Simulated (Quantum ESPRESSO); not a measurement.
**Collinear magnetic orders of CrBr2 with Quantum ESPRESSO**

A self-consistent run ends on one state, which hangs on the start. Several orders of CrBr2 are started in Quantum ESPRESSO and their energies compared.

Method: PBEsol; plane waves with GBRV 1.5 PBEsol potentials, no spin-orbit coupling, in Quantum ESPRESSO 7.5.

### 1. Starting point

The structure is monoclinic, space group C2/m (No. 12). Conventional cell: a = 7.489 Å, b = 3.662 Å, c = 6.507 Å, α = 90.00°, β = 96.41°, γ = 90.00°. Nearest to Cr lie 6 Br at 2.55 to 3.20 Å. Nearest to Br lie 3 Cr at 2.55 to 3.20 Å. Farther neighbours and most contacts between anions are not listed.

The cell comes from Materials Project 2023-11-01, a database of computed structures, and need not be the stable phase.

### 2. Start 1: ferro +

The signs are those of the starting moments on the seeded atoms, the atoms that are given a moment.

Input file pw.in:

```
&CONTROL
  calculation = 'scf'
  prefix = 'pwscf'
  outdir = './tmp'
  pseudo_dir = './pseudo'
  disk_io = 'nowf'
/
&SYSTEM
  ibrav = 0
  nat = 3
  ntyp = 2
  ecutwfc = 40
  ecutrho = 280
  nbnd = 23
  occupations = 'smearing'
  smearing = 'fd'
  degauss = 0.00367493
  nspin = 2
  starting_magnetization(1) = 0.2143
  starting_magnetization(2) = 0
/
&ELECTRONS
  conv_thr = 6d-09
  electron_maxstep = 150
  mixing_beta = 0.3
/
ATOMIC_SPECIES
Cr     51.9961 cr_pbesol_v1.5.uspp.F.UPF
Br     79.9040 br_pbesol_v1.4.uspp.F.UPF
CELL_PARAMETERS angstrom
   3.7446690000   -1.8310550000    0.0000000000
   3.7446690000    1.8310550000    0.0000000000
  -0.7268470000    0.0000000000    6.4659460000
ATOMIC_POSITIONS crystal
Cr      0.0000000000    0.0000000000    0.0000000000
Br      0.6457740000    0.6457740000    0.2332280000
Br      0.3542260000    0.3542260000    0.7667720000
K_POINTS automatic
6 6 6 0 0 0
```

Run with:

```
OMP_NUM_THREADS=1 mpirun -n 4 pw.x -nk 4 -in pw.in > pw.out
```

The log of the run:

```text
Program PWSCF v.7.5 starts

     Message from routine setup:
     using ibrav=0 with symmetry is DISCOURAGED, use correct ibrav instead

     K-points division:     npool     =       4
     Subspace diagonalization in iterative solution of the eigenvalue problem:

     G-vector sticks info
     --------------------
     sticks:   dense  smooth     PW     G-vecs:    dense   smooth      PW
     Sum        1087     617    195                47327    20441    3653

     Using Slab Decomposition

     bravais-lattice index     =            0
     lattice parameter (alat)  =       7.8771  a.u.
     unit-cell volume          =     598.3751 (a.u.)^3
     number of atoms/cell      =            3
     number of atomic types    =            2
     number of electrons       =        28.00
     number of Kohn-Sham states=           23
     kinetic-energy cutoff     =      40.0000  Ry
     charge density cutoff     =     280.0000  Ry
     scf convergence threshold =      6.0E-09
     mixing beta               =       0.3000
     number of iterations used =            8  plain     mixing
     Exchange-correlation= SLA  PW   PSX  PSC
                           (   1   4  10   8   0   0   0)

     celldm(1)=   7.877078  celldm(2)=   0.000000  celldm(3)=   0.000000
     celldm(4)=   0.000000  celldm(5)=   0.000000  celldm(6)=   0.000000

     crystal axes: (cart. coord. in units of alat)
               a(1) = (   0.898353  -0.439274   0.000000 )
               a(2) = (   0.898353   0.439274   0.000000 )
               a(3) = (  -0.174372   0.000000   1.551193 )

     reciprocal axes: (cart. coord. in units 2 pi/alat)
               b(1) = (  0.556574 -1.138243  0.062565 )
               b(2) = (  0.556574  1.138243  0.062565 )
               b(3) = ( -0.000000  0.000000  0.644665 )

     PseudoPot. # 1 for Cr read from file:
     cr_pbesol_v1.5.uspp.F.UPF
     Pseudo is Ultrasoft + core correction, Zval = 14.0
     Generated by new atomic code, or converted to UPF format
     Using radial grid of  857 points,  6 beta functions with:
                l(1) =   0
                l(2) =   0
                l(3) =   1
                l(4) =   1
                l(5) =   2
                l(6) =   2
     Q(r) pseudized with  8 coefficients,  rinner =    0.950   0.950   0.950
                                                       0.950   0.950

     PseudoPot. # 2 for Br read from file:
     br_pbesol_v1.4.uspp.F.UPF
     Pseudo is Ultrasoft + core correction, Zval =  7.0
     Generated by new atomic code, or converted to UPF format
     Using radial grid of  879 points,  6 beta functions with:
                l(1) =   0
                l(2) =   0
                l(3) =   1
                l(4) =   1
                l(5) =   2
                l(6) =   2
     Q(r) pseudized with  8 coefficients,  rinner =    1.200   1.200   1.200
                                                       1.200   1.200

     atomic species   valence    mass     pseudopotential
     Cr               14.00    51.99610     Cr( 1.00)
     Br                7.00    79.90400     Br( 1.00)

     Starting magnetic structure
     atomic species   magnetization
     Cr              0.214
     Br              0.000

      4 Sym. Ops., with inversion, found

   Cartesian axes

     site n.     atom                  positions (alat units)
         1        Cr     tau(   1) = (   0.0000000   0.0000000   0.0000000  )
         2        Br     tau(   2) = (   1.1195980   0.0000000   0.3617816  )
         3        Br     tau(   3) = (   0.5027366  -0.0000000   1.1894113  )

     number of k points=    68  Fermi-Dirac smearing, width (Ry)=  0.0037
                       cart. coord. in units 2pi/alat
        k(    1) = (   0.0000000   0.0000000   0.0000000), wk =   0.0046296
        k(    2) = (   0.0000000   0.0000000   0.1074442), wk =   0.0092593
        k(    3) = (   0.0000000   0.0000000   0.2148884), wk =   0.0092593
        k(    4) = (   0.0000000   0.0000000  -0.3223326), wk =   0.0046296
        k(    5) = (   0.0927623   0.1897071   0.0104276), wk =   0.0185185
        [... 63 further k-points ...]

     Dense  grid:    47327 G-vectors     FFT dimensions: (  45,  45,  72)

     Smooth grid:    20441 G-vectors     FFT dimensions: (  32,  32,  50)

     Check: negative core charge=   -0.000003
     Generating pointlists ...
     new r_m :   0.2519 (alat units)  1.9839 (a.u.) for type    1
     new r_m :   0.2519 (alat units)  1.9839 (a.u.) for type    2

     Initial potential from superposition of free atoms

     starting charge      26.9999, renormalised to      28.0000

     negative rho (up, down):  7.515E-04 4.853E-04
     Starting wfcs are   18 randomized atomic wfcs +    5 random wfcs

     Self-consistent Calculation

     iteration #  1     ecut=    40.00 Ry     beta= 0.30
     Davidson diagonalization with overlap
     ethr =  1.00E-02,  avg # of iterations =  7.5

     Threshold (ethr) on eigenvalues was too large:
     Diagonalizing with lowered threshold

     Davidson diagonalization with overlap
     ethr =  5.41E-04,  avg # of iterations =  4.3

     negative rho (up, down):  3.839E-04 8.058E-04

     total energy              =    -256.49894536 Ry
     estimated scf accuracy    <       0.18536756 Ry

     total magnetization       =     4.00 Bohr mag/cell
     absolute magnetization    =     4.07 Bohr mag/cell

     iteration #  2     ecut=    40.00 Ry     beta= 0.30
     Davidson diagonalization with overlap
     ethr =  6.62E-04,  avg # of iterations =  1.9

     negative rho (up, down):  0.000E+00 1.657E-03

     total energy              =    -256.51652393 Ry
     estimated scf accuracy    <       0.03830844 Ry

     total magnetization       =     4.00 Bohr mag/cell
     absolute magnetization    =     4.11 Bohr mag/cell

     iteration #  3     ecut=    40.00 Ry     beta= 0.30
     Davidson diagonalization with overlap
     ethr =  1.37E-04,  avg # of iterations =  6.9

     negative rho (up, down):  0.000E+00 3.989E-03

     total energy              =    -256.52977853 Ry
     estimated scf accuracy    <       0.00763158 Ry

     total magnetization       =     4.00 Bohr mag/cell
     absolute magnetization    =     4.15 Bohr mag/cell

     [... further iterations left out ...]

     iteration # 10     ecut=    40.00 Ry     beta= 0.30
     Davidson diagonalization with overlap
     ethr =  1.40E-09,  avg # of iterations =  5.1

     negative rho (up, down):  0.000E+00 4.863E-03

     total energy              =    -256.53263942 Ry
     estimated scf accuracy    <       0.00000024 Ry

     total magnetization       =     4.00 Bohr mag/cell
     absolute magnetization    =     4.22 Bohr mag/cell

     iteration # 11     ecut=    40.00 Ry     beta= 0.30
     Davidson diagonalization with overlap
     ethr =  8.51E-10,  avg # of iterations =  1.7

     negative rho (up, down):  0.000E+00 4.862E-03

     total energy              =    -256.53263953 Ry
     estimated scf accuracy    <       0.00000004 Ry

     total magnetization       =     4.00 Bohr mag/cell
     absolute magnetization    =     4.22 Bohr mag/cell

     iteration # 12     ecut=    40.00 Ry     beta= 0.30
     Davidson diagonalization with overlap
     ethr =  1.53E-10,  avg # of iterations =  4.8

     negative rho (up, down):  0.000E+00 4.862E-03

     total energy              =    -256.53263960 Ry
     estimated scf accuracy    <       0.00000008 Ry

     total magnetization       =     4.00 Bohr mag/cell
     absolute magnetization    =     4.22 Bohr mag/cell

     iteration # 13     ecut=    40.00 Ry     beta= 0.30
     Davidson diagonalization with overlap
     ethr =  1.53E-10,  avg # of iterations =  2.4

     negative rho (up, down):  0.000E+00 4.862E-03

     Magnetic moment per site  (integrated on atomic sphere of radius R)
     atom   1 (R=0.252)  charge= 12.1006  magn=  3.5098
     atom   2 (R=0.252)  charge=  4.8336  magn= -0.0239
     atom   3 (R=0.252)  charge=  4.8336  magn= -0.0239

     End of self-consistent calculation

     Number of k-points >= 100: set verbosity='high' to print the bands.

     the Fermi energy is     4.8171 ev

!    total energy              =    -256.53263966 Ry
     estimated scf accuracy    <          3.9E-09 Ry
     smearing contrib. (-TS)   =      -0.00003191 Ry
     internal energy E=F+TS    =    -256.53260775 Ry

     The total energy is F=E-TS. E is the sum of the following terms:
     one-electron contribution =    -174.26608144 Ry
     hartree contribution      =      94.34292863 Ry
     xc contribution           =     -61.70635515 Ry
     ewald contribution        =    -114.90309980 Ry

     total magnetization       =     4.00 Bohr mag/cell
     absolute magnetization    =     4.22 Bohr mag/cell

     convergence has been achieved in  13 iterations

=------------------------------------------------------------------------------=
   JOB DONE.
=------------------------------------------------------------------------------=
```

The job ended after 41 s (4 MPI ranks of Arm Neoverse V2, shared host; peak memory 0.56 GiB).

Spin moment in the atom's sphere by atom:

```
atom  spin moment in the atom's sphere (μB)
 Cr1                                   3.51
 Br2                                  -0.02
 Br3                                  -0.02
```

This step gave:

- smearing term TS: 4.34e-4 eV
- magnetization: 4 μB
- absolute magnetization: 4.219 μB
- final state: ferromagnetic

Spin density in the ac plane of the conventional cell at fractional y = 0.000, with atoms of Cr and Br within 0.2 Å of it.

Ten even steps from '_' (0.0 e/Å³) to '@' (4.2 e/Å³), each cell a mean:
```
@@--__________________________________::%%
::..__________________________________..::
__________________________________________
__________________________________________
__________________________________________
__________________________________________
__________________________________________
__________________________________________
__________________________________________
__________________________________________
__________________________________________
__________________________________________
__________________________________________
__________________________________________
__________________________________________
..________________________________________
++--__________________________________..--
@@**..________________________________::@@
```
Columns run along a (7.5 Å), rows up along c (6.5 Å), edges of the conventional cell, whose origin can differ from the input's. Atoms in or near the plane, at fractional coordinates: Cr at (0.00, 0.00), Br at (0.65, 0.23), Br at (0.35, 0.77).

Valence density in the ac plane of the conventional cell at fractional y = 0.000, with atoms of Cr and Br within 0.2 Å of it. It is the smooth field of the valence electrons, not physical close to the nuclei.

Ten steps, logarithmic in the rise over the least value, from '_' (0 e/Å³) to '@' (13 e/Å³), each cell a mean:
```
@@%%==......::::::::......________..--##@@
##++::....::--====--::..__________..::==##
--::....::--========--..__________....::--
..____..::====++====--..____________......
______..--====++====--..__________________
______..::==========::..__________________
________..::--==--::..____________________
__________..::::....______________________
__________________________________________
__________________________......__________
______________________..::----::..________
____________________..::========::..______
____________________::==========--..______
__....____________..::====**++==--::______
........__________..::==========--........
++==::..__________..::--======--::....::==
@@##==..__________....::------::....::++%%
@@@@++..______..................__..--##@@
```
Columns run along a (7.5 Å), rows up along c (6.5 Å), edges of the conventional cell, whose origin can differ from the input's. Atoms in or near the plane, at fractional coordinates: Cr at (0.00, 0.00), Br at (0.65, 0.23), Br at (0.35, 0.77).

(Part 1 of 2 ends here.)

[Logs and program files are shortened in this print: banners, set-up blocks, solver, clock and traceback lines can be left out without a mark of their own.]

[Logs are printed without paths, hosts, clocks, repeated set-up lines and the standing remarks that a program may print on its own settings, such as how far it seeks lower states.]

[Hosts, paths, dates, database ids (printed as entryN), source tags and the programs' standing remarks are cut or masked in the printed files.]

[Where a cell is said to come from a database of computed structures, the database is the Materials Project.]
